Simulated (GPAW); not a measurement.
**Work function of Y2CO2 MXene monolayer at several levels**

Aim: the work function of both faces of Y2CO2 MXene monolayer, and its spread over functionals and bases.

Main program and level: GPAW 26.7.0; GPAW, PAW setups; layer in a repeated cell with vacuum, relaxation of atoms and in-plane cell, in the first sound run; inputs show where later runs differ.

### 1. Starting point

The cell holds 5 atoms: 2 O, 2 Y and 1 C. Cell: a = 3.478 Å, b = 3.478 Å, c = 21.263 Å, α = 90.0°, β = 90.0°, γ = 120.0°. Vacuum lies along c.

### 2. Relaxation

Forces are removed first; all later runs use this geometry.

File run.py:

```python
import json
import numpy as np
from ase import Atoms
from ase.filters import FrechetCellFilter
from ase.optimize import BFGS
from gpaw import GPAW, PW

slab = Atoms(
    ['O', 'Y', 'C', 'Y', 'O'],
    positions=[
        [-0.00000, 2.00789, 8.00000],
        [1.73888, 1.00394, 9.25909],
        [0.00000, 0.00000, 10.63132],
        [-0.00000, 2.00789, 12.00355],
        [1.73888, 1.00394, 13.26263]],
    cell=[[3.47776, 0.0, 0.0], [-1.73888, 3.01183, 0.0], [0.0, 0.0, 21.2626]],
    pbc=[True, True, True])

slab.calc = GPAW(mode=PW(600), xc='PBE', kpts={'size': (9, 9, 1), 'gamma': True},
                 occupations={'name': 'fermi-dirac', 'width': 0.05}, nbands='160%',
                 convergence={'density': 1e-05}, maxiter=200,
                 symmetry={'tolerance': 1e-3}, txt='slab.txt')
result = {}
# The in-plane cell is free; stress needs a cell that repeats along all three vectors
path = []
opt = BFGS(FrechetCellFilter(slab, mask=[1, 1, 0, 0, 0, 1]), maxstep=0.2)
opt.attach(lambda: path.append((slab.get_potential_energy(), slab.positions.tolist(), slab.get_forces().tolist())))
result['relaxed'] = bool(opt.run(fmax=0.02, steps=45))
result['path'] = path
result['cell'] = slab.cell.tolist()
print('in-plane lattice', slab.cell.cellpar().round(4)[[0, 1, 5]])
energy = slab.get_potential_energy()
fermi = slab.calc.get_fermi_level()
v = slab.calc.get_electrostatic_potential().mean((0, 1)) - fermi
n = slab.calc.get_pseudo_density().mean((0, 1))
L = slab.cell[2, 2]
z = np.arange(len(v)) * L / len(v)
low, high = slab.positions[:, 2].min(), slab.positions[:, 2].max()
below, above = np.interp([low - 5.8, high + 5.8], z, v)
slopes = [np.interp(x, z, np.gradient(v, z)) for x in (low - 5.8, high + 5.8)]
eps = np.array([[slab.calc.get_eigenvalues(k, s) for k in range(len(slab.calc.get_ibz_k_points()))]
                for s in range(slab.calc.get_number_of_spins())]) - fermi
top, bottom = eps[eps < 0].max(), eps[eps > 0].min()
dipole = slab.get_dipole_moment()[2]
print(f'energy {energy:.4f} eV, Fermi level {fermi:.4f} eV, dipole {dipole:.5f} e A')
print(f'potential 5.8 A off the faces, from the Fermi level: lower {below:.4f} eV, upper {above:.4f} eV')
print(f'slope of the potential there: lower {slopes[0]:.5f}, upper {slopes[1]:.5f} eV/A')
print(f'nearest levels on the mesh: {top:.4f} and {bottom:.4f} eV')
print('magnetic moment', round(slab.get_magnetic_moment(), 3))
result.update(energy=energy, fermi=fermi, dipole=dipole, below=below, above=above, slopes=slopes, edges=[top, bottom],
              z=z.tolist(), v=v.tolist(), n=n.tolist(), positions=slab.positions.tolist(),
              forces=slab.get_forces(apply_constraint=False).tolist(), moments=slab.get_magnetic_moments().tolist())
json.dump(result, open('result.json', 'w'))
```

Command:

```bash
OMP_NUM_THREADS=1 OPENBLAS_NUM_THREADS=1 python run.py
```

Log:

```text
Step          Energy          fmax
BFGS:    0      -35.123936        5.311798
BFGS:    1      -36.063248        4.052923
BFGS:    2      -37.419331        0.964113
BFGS:    3      -37.481592        0.380018
BFGS:    4      -37.491605        0.317931
BFGS:    5      -37.537683        0.163374
BFGS:    6      -37.543281        0.109170
BFGS:    7      -37.545132        0.120236
BFGS:    8      -37.546526        0.116322
BFGS:    9      -37.546124        0.126579
BFGS:   10      -37.543123        0.107607
BFGS:   11      -37.540197        0.055141
BFGS:   12      -37.537689        0.004882
in-plane lattice [  3.4892   3.4892 120.    ]
energy -37.5197 eV, Fermi level -1.7827 eV, dipole 0.00056 e A
potential 5.8 A off the faces, from the Fermi level: lower 5.8111 eV, upper 5.8091 eV
slope of the potential there: lower 0.00022, upper 0.00066 eV/A
nearest levels on the mesh: -0.0361 and 0.0072 eV
magnetic moment 0.0
```

Run time: 9.3 min. Hardware: 1 thread of Arm Neoverse V2, shared host; peak memory 0.41 GiB.

This step gave:

```yaml
dipole_along_the_normal: 5.61e-4 e·Å
levels_nearest_the_fermi_level_on_the_mesh: -0.03612, 0.007204 eV from the Fermi level
```

Table of electrostatic potential energy of an electron (without an applied field's), less the Fermi level, planar mean by z:

| z (Å) | electrostatic potential energy of an electron (without an applied field's), less the Fermi level, planar mean (eV) |
| --- | --- |
| 0.0 | 5.81 |
| 0.5 | 5.81 |
| 1.0 | 5.81 |
| 1.5 | 5.81 |
| 2.0 | 5.81 |
| 2.5 | 5.81 |
| 3.0 | 5.81 |
| 3.5 | 5.81 |
| 4.0 | 5.81 |
| 4.5 | 5.81 |
| 5.0 | 5.81 |
| 5.5 | 5.80 |
| 6.0 | 5.78 |
| 6.5 | 5.67 |
| 7.0 | 5.12 |
| 7.5 | 2.18 |
| 8.0 | -9.96 |
| 8.5 | -14.7 |
| 9.0 | -15.8 |
| 9.5 | -4.43 |
| 10.0 | 0.215 |
| 10.5 | -5.14 |
| 11.0 | -1.46 |
| 11.5 | -0.793 |
| 12.0 | -9.78 |
| 12.5 | -17.4 |
| 13.0 | -12.9 |
| 13.5 | -2.94 |
| 14.0 | 4.16 |
| 14.5 | 5.48 |
| 15.0 | 5.74 |
| 15.5 | 5.79 |
| 16.0 | 5.80 |
| 16.5 | 5.81 |
| 17.0 | 5.81 |
| 17.5 | 5.81 |
| 18.0 | 5.81 |
| 18.5 | 5.81 |
| 19.0 | 5.81 |
| 19.5 | 5.81 |
| 20.0 | 5.81 |
| 20.5 | 5.81 |
| 21.0 | 5.81 |

The pseudo valence density, planar mean oscillates, so the rows of the table below give means over windows of 1 Å about each position, cut where the curve ends. Its maxima inside the range that stand out by 2 % of the span (Å: e/Å³): 8.7: 0.958, 10.5: 0.321, 12.6: 0.958. Its minima: 9.9: 0.212, 11.4: 0.212.

Pseudo valence density, planar mean against z; means over each step:

| z (Å) | pseudo valence density, planar mean (e/Å³) |
| --- | --- |
| 4 | 5.3e-6 |
| 5 | 1.1e-4 |
| 6 | 0.00245 |
| 7 | 0.0681 |
| 8 | 0.699 |
| 9 | 0.726 |
| 10 | 0.264 |
| 11 | 0.282 |
| 12 | 0.546 |
| 13 | 0.845 |
| 14 | 0.166 |
| 15 | 0.00569 |
| 16 | 2.4e-4 |
| 17 | 1.1e-5 |

The relaxation lowered the energy of the cell by 2.42 eV (energies extrapolated to zero smearing; the optimiser's log prints free energies). The largest force left on a free atom is 0.0049 eV/Å.

### 3. The slab's potential

With the geometry fixed, the planar mean of the potential gives the vacuum level on each side.

This step: GPAW, PAW setups; slab in vacuum (GPAW 26.7.0).

The cell differs from the one that the last finished run ended in (c 21.263 → 21.129 Å).

run.py, as its differences from that of step 2:

```diff
@@ -3,4 +3,2 @@
 from ase import Atoms
-from ase.filters import FrechetCellFilter
-from ase.optimize import BFGS
 from gpaw import GPAW, PW
@@ -10,23 +8,16 @@
     positions=[
-        [-0.00000, 2.00789, 8.00000],
-        [1.73888, 1.00394, 9.25909],
-        [0.00000, 0.00000, 10.63132],
-        [-0.00000, 2.00789, 12.00355],
-        [1.73888, 1.00394, 13.26263]],
-    cell=[[3.47776, 0.0, 0.0], [-1.73888, 3.01183, 0.0], [0.0, 0.0, 21.2626]],
-    pbc=[True, True, True])
+        [-0.00000, 2.01450, 8.00000],
+        [1.74460, 1.00724, 8.76036],
+        [-0.00000, 0.00000, 10.56462],
+        [-0.00000, 2.01450, 12.36889],
+        [1.74460, 1.00724, 13.12923]],
+    cell=[[3.4892, 0.0, 0.0], [-1.7446, 3.02174, 0.0], [0.0, 0.0, 21.1292]],
+    pbc=[True, True, False])
 
-slab.calc = GPAW(mode=PW(600), xc='PBE', kpts={'size': (9, 9, 1), 'gamma': True},
+slab.calc = GPAW(mode=PW(500), xc='PBE', kpts={'size': (9, 9, 1), 'gamma': True},
                  occupations={'name': 'fermi-dirac', 'width': 0.05}, nbands='160%',
                  convergence={'density': 1e-05}, maxiter=200,
+                 poissonsolver={'dipolelayer': 'xy'},
                  symmetry={'tolerance': 1e-3}, txt='slab.txt')
 result = {}
-# The in-plane cell is free; stress needs a cell that repeats along all three vectors
-path = []
-opt = BFGS(FrechetCellFilter(slab, mask=[1, 1, 0, 0, 0, 1]), maxstep=0.2)
-opt.attach(lambda: path.append((slab.get_potential_energy(), slab.positions.tolist(), slab.get_forces().tolist())))
-result['relaxed'] = bool(opt.run(fmax=0.02, steps=45))
-result['path'] = path
-result['cell'] = slab.cell.tolist()
-print('in-plane lattice', slab.cell.cellpar().round(4)[[0, 1, 5]])
 energy = slab.get_potential_energy()
```

Log:

```text
energy -36.8184 eV, Fermi level -1.7566 eV, dipole 0.00064 e A
potential 5.8 A off the faces, from the Fermi level: lower 5.8171 eV, upper 5.8064 eV
slope of the potential there: lower -0.00028, upper 0.00028 eV/A
nearest levels on the mesh: -0.0355 and 0.0066 eV
magnetic moment 0.0
```

It took 37 s on 1 thread; peak memory 0.24 GiB.

This step gave:

- dipole along the normal: 6.36e-4 e·Å
- levels nearest the Fermi level on the mesh: -0.03550, 0.006557 eV from the Fermi level
- upper work function: 5.806 eV
- lower work function: 5.817 eV

Electrostatic potential energy of an electron (without an applied field's), less the Fermi level, planar mean against z:

| z (Å) | electrostatic potential energy of an electron (without an applied field's), less the Fermi level, planar mean (eV) |
| --- | --- |
| 0.0 | 5.81 |
| 0.5 | 5.82 |
| 1.0 | 5.82 |
| 1.5 | 5.82 |
| 2.0 | 5.82 |
| 2.5 | 5.82 |
| 3.0 | 5.82 |
| 3.5 | 5.82 |
| 4.0 | 5.82 |
| 4.5 | 5.82 |
| 5.0 | 5.81 |
| 5.5 | 5.81 |
| 6.0 | 5.78 |
| 6.5 | 5.64 |
| 7.0 | 4.95 |
| 7.5 | 1.23 |
| 8.0 | -11.3 |
| 8.5 | -15.5 |
| 9.0 | -14.5 |
| 9.5 | -3.26 |
| 10.0 | 0.128 |
| 10.5 | -5.87 |
| 11.0 | -0.736 |
| 11.5 | -1.45 |
| 12.0 | -11.5 |
| 12.5 | -17.0 |
| 13.0 | -12.6 |
| 13.5 | -1.23 |
| 14.0 | 4.48 |
| 14.5 | 5.54 |
| 15.0 | 5.75 |
| 15.5 | 5.79 |
| 16.0 | 5.80 |
| 16.5 | 5.80 |
| 17.0 | 5.81 |
| 17.5 | 5.81 |
| 18.0 | 5.81 |
| 18.5 | 5.81 |
| 19.0 | 5.81 |
| 19.5 | 5.81 |
| 20.0 | 5.81 |
| 20.5 | 5.81 |
| 21.0 | 5.81 |

The pseudo valence density, planar mean by z:

| z (Å) | pseudo valence density, planar mean (e/Å³) |
| --- | --- |
| 5.0 | 9.5e-5 |
| 5.5 | 4.3e-4 |
| 6.0 | 0.00203 |
| 6.5 | 0.0101 |
| 7.0 | 0.0526 |
| 7.5 | 0.305 |
| 8.0 | 0.840 |
| 8.5 | 0.928 |
| 9.0 | 0.731 |
| 9.5 | 0.273 |
| 10.0 | 0.248 |
| 10.5 | 0.321 |
| 11.0 | 0.284 |
| 11.5 | 0.225 |
| 12.0 | 0.580 |
| 12.5 | 0.956 |
| 13.0 | 0.895 |
| 13.5 | 0.448 |
| 14.0 | 0.0834 |
| 14.5 | 0.0151 |
| 15.0 | 0.00308 |
| 15.5 | 6.3e-4 |
| 16.0 | 1.4e-4 |
| 16.5 | 3.0e-5 |

The potential is flat to 2.8e-4 eV/Å where it is read, so the vacuum is wide enough.

### 4. OptPBE vdW: xc = "optPBE-vdW"

The same geometry under optPBE-vdW, to see how far the functional moves the levels against the vacuum (the van der Waals functionals take revPBE setups).

run.py, as its differences from that of step 3:

```diff
@@ -16,3 +16,3 @@
 
-slab.calc = GPAW(mode=PW(500), xc='PBE', kpts={'size': (9, 9, 1), 'gamma': True},
+slab.calc = GPAW(mode=PW(500), xc='optPBE-vdW', kpts={'size': (9, 9, 1), 'gamma': True},
                  occupations={'name': 'fermi-dirac', 'width': 0.05}, nbands='160%',
```

Log:

```text
energy -69.4717 eV, Fermi level -1.9465 eV, dipole 0.00064 e A
potential 5.8 A off the faces, from the Fermi level: lower 6.0771 eV, upper 6.0665 eV
slope of the potential there: lower -0.00029, upper 0.00029 eV/A
nearest levels on the mesh: -0.0008 and 0.0073 eV
magnetic moment 0.0
```

It took 48 s on 1 thread; peak memory 0.42 GiB.

This step gave:

```
dipole along the normal                    : 6.35e-4 e·Å
levels nearest the Fermi level on the mesh : -8.42e-4, 0.007279 eV from the Fermi level
upper work function                        : 6.066 eV
lower work function                        : 6.077 eV
```

The electrostatic potential energy of an electron (without an applied field's), less the Fermi level, planar mean by z:

| z (Å) | electrostatic potential energy of an electron (without an applied field's), less the Fermi level, planar mean (eV) |
| --- | --- |
| 0.0 | 6.07 |
| 0.5 | 6.08 |
| 1.0 | 6.08 |
| 1.5 | 6.08 |
| 2.0 | 6.08 |
| 2.5 | 6.08 |
| 3.0 | 6.08 |
| 3.5 | 6.08 |
| 4.0 | 6.08 |
| 4.5 | 6.08 |
| 5.0 | 6.07 |
| 5.5 | 6.06 |
| 6.0 | 6.03 |
| 6.5 | 5.87 |
| 7.0 | 5.15 |
| 7.5 | 1.37 |
| 8.0 | -11.2 |
| 8.5 | -15.5 |
| 9.0 | -14.5 |
| 9.5 | -3.27 |
| 10.0 | 0.149 |
| 10.5 | -5.83 |
| 11.0 | -0.707 |
| 11.5 | -1.46 |
| 12.0 | -11.5 |
| 12.5 | -16.9 |
| 13.0 | -12.5 |
| 13.5 | -1.10 |
| 14.0 | 4.67 |
| 14.5 | 5.77 |
| 15.0 | 6.00 |
| 15.5 | 6.05 |
| 16.0 | 6.06 |
| 16.5 | 6.06 |
| 17.0 | 6.07 |
| 17.5 | 6.07 |
| 18.0 | 6.07 |
| 18.5 | 6.07 |
| 19.0 | 6.07 |
| 19.5 | 6.07 |
| 20.0 | 6.07 |
| 20.5 | 6.07 |
| 21.0 | 6.07 |

The pseudo valence density, planar mean oscillates, so the rows of the table below give means over windows of 1 Å about each position, cut where the curve ends. Its maxima inside the range that stand out by 2 % of the span (Å: e/Å³): 8.7: 0.966, 10.8: 0.325, 12.5: 0.966. Its minima: 9.8: 0.212, 11.3: 0.212.

The pseudo valence density, planar mean by z; means over each step:

z (Å), pseudo valence density, planar mean (e/Å³) and a bar:
```
        4      0.000 
        5      0.000 
        6      0.003 
        7      0.088 ###
        8      0.741 ###########################
        9      0.682 #########################
       10      0.267 ##########
       11      0.275 ##########
       12      0.593 ######################
       13      0.812 ##############################
       14      0.137 #####
       15      0.005 
       16      0.000 
       17      0.000
```

Force by atom:

| atom | x (eV/Å) | y (eV/Å) | z (eV/Å) | size |
| --- | --- | --- | --- | --- |
| O1 | 0.000 | 0.000 | -0.132 | 0.132 |
| Y2 | 0.000 | 0.000 | 0.006 | 0.006 |
| C3 | 0.000 | 0.000 | 0.000 | 0.000 |
| Y4 | 0.000 | 0.000 | -0.006 | 0.006 |
| O5 | 0.000 | 0.000 | 0.132 | 0.132 |

The upper face's work function is 6.066 eV, against 5.806 eV in the first plane-wave PBE run at this geometry.

### 5. Self-consistent run: xc = "revPBE"

The same geometry under revPBE, to see how far the functional moves the levels against the vacuum.

run.py, as its differences from that of step 4:

```diff
@@ -16,3 +16,3 @@
 
-slab.calc = GPAW(mode=PW(500), xc='optPBE-vdW', kpts={'size': (9, 9, 1), 'gamma': True},
+slab.calc = GPAW(mode=PW(500), xc='revPBE', kpts={'size': (9, 9, 1), 'gamma': True},
                  occupations={'name': 'fermi-dirac', 'width': 0.05}, nbands='160%',
```

Log:

```text
energy -35.3345 eV, Fermi level -1.6309 eV, dipole 0.00064 e A
potential 5.8 A off the faces, from the Fermi level: lower 5.6765 eV, upper 5.6658 eV
slope of the potential there: lower -0.00028, upper 0.00028 eV/A
nearest levels on the mesh: -0.0392 and 0.0062 eV
magnetic moment 0.0
```

Wall time 39 s (1 thread); peak memory 0.24 GiB.

Numbers from this step:

```yaml
dipole_along_the_normal: 6.36e-4 e·Å
levels_nearest_the_fermi_level_on_the_mesh: -0.03915, 0.006229 eV from the Fermi level
upper_work_function: 5.666 eV
lower_work_function: 5.677 eV
```

Electrostatic potential energy of an electron (without an applied field's), less the Fermi level, planar mean against z:

z (Å), electrostatic potential energy of an electron (without an applied field's), less the Fermi level, planar mean (eV) and a bar from the least value:
```
      0.0        5.7 ##############################
      0.5        5.7 ##############################
      1.0        5.7 ##############################
      1.5        5.7 ##############################
      2.0        5.7 ##############################
      2.5        5.7 ##############################
      3.0        5.7 ##############################
      3.5        5.7 ##############################
      4.0        5.7 ##############################
      4.5        5.7 ##############################
      5.0        5.7 ##############################
      5.5        5.7 ##############################
      6.0        5.6 ##############################
      6.5        5.5 ##############################
      7.0        4.8 #############################
      7.5        1.1 ########################
      8.0      -11.4 #######
      8.5      -15.6 ##
      9.0      -14.6 ###
      9.5       -3.4 ##################
     10.0        0.0 #######################
     10.5       -6.0 ###############
     11.0       -0.8 #####################
     11.5       -1.5 ####################
     12.0      -11.5 #######
     12.5      -17.1 
     13.0      -12.7 ######
     13.5       -1.3 #####################
     14.0        4.4 ############################
     14.5        5.4 ##############################
     15.0        5.6 ##############################
     15.5        5.7 ##############################
     16.0        5.7 ##############################
     16.5        5.7 ##############################
     17.0        5.7 ##############################
     17.5        5.7 ##############################
     18.0        5.7 ##############################
     18.5        5.7 ##############################
     19.0        5.7 ##############################
     19.5        5.7 ##############################
     20.0        5.7 ##############################
     20.5        5.7 ##############################
     21.0        5.7 ##############################
```

The upper face's work function is 5.666 eV, against 5.806 eV in the first plane-wave PBE run at this geometry.

### 6. Self-consistent run: xc = "vdW-DF2"

The same geometry under vdW-DF2, to see how far the functional moves the levels against the vacuum (the van der Waals functionals take revPBE setups).

run.py, as its differences from that of step 5:

```diff
@@ -16,3 +16,3 @@
 
-slab.calc = GPAW(mode=PW(500), xc='revPBE', kpts={'size': (9, 9, 1), 'gamma': True},
+slab.calc = GPAW(mode=PW(500), xc='vdW-DF2', kpts={'size': (9, 9, 1), 'gamma': True},
                  occupations={'name': 'fermi-dirac', 'width': 0.05}, nbands='160%',
```

Log:

```text
energy -219.5391 eV, Fermi level -2.0784 eV, dipole 0.00064 e A
potential 5.8 A off the faces, from the Fermi level: lower 6.2968 eV, upper 6.2861 eV
slope of the potential there: lower -0.00030, upper 0.00030 eV/A
nearest levels on the mesh: -0.0037 and 0.1217 eV
magnetic moment 0.0
```

Run time: 50 s. Hardware: 1 thread; peak memory 0.42 GiB.

This step gave:

```
dipole along the normal                    : 6.35e-4 e·Å
levels nearest the Fermi level on the mesh : -0.003650, 0.1217 eV from the Fermi level
upper work function                        : 6.286 eV
lower work function                        : 6.297 eV
```

The electrostatic potential energy of an electron (without an applied field's), less the Fermi level, planar mean by z:

| z (Å) | electrostatic potential energy of an electron (without an applied field's), less the Fermi level, planar mean (eV) |
| --- | --- |
| 0 | 6.29 |
| 1 | 6.30 |
| 2 | 6.30 |
| 3 | 6.30 |
| 4 | 6.30 |
| 5 | 6.29 |
| 6 | 6.24 |
| 7 | 5.32 |
| 8 | -11.2 |
| 9 | -14.6 |
| 10 | 0.0783 |
| 11 | -0.759 |
| 12 | -11.6 |
| 13 | -12.5 |
| 14 | 4.83 |
| 15 | 6.21 |
| 16 | 6.28 |
| 17 | 6.28 |
| 18 | 6.29 |
| 19 | 6.29 |
| 20 | 6.29 |
| 21 | 6.29 |

The upper face's work function is 6.286 eV, against 5.806 eV in the first plane-wave PBE run at this geometry.

(Part 1 of 2 ends here.)

[Logs are printed without paths, hosts, clocks, repeated set-up lines and the standing remarks that a program may print on its own settings, such as how far it seeks lower states.]

[Hosts, paths, dates, database ids (printed as entryN), source tags and the programs' standing remarks are cut or masked in the printed files.]
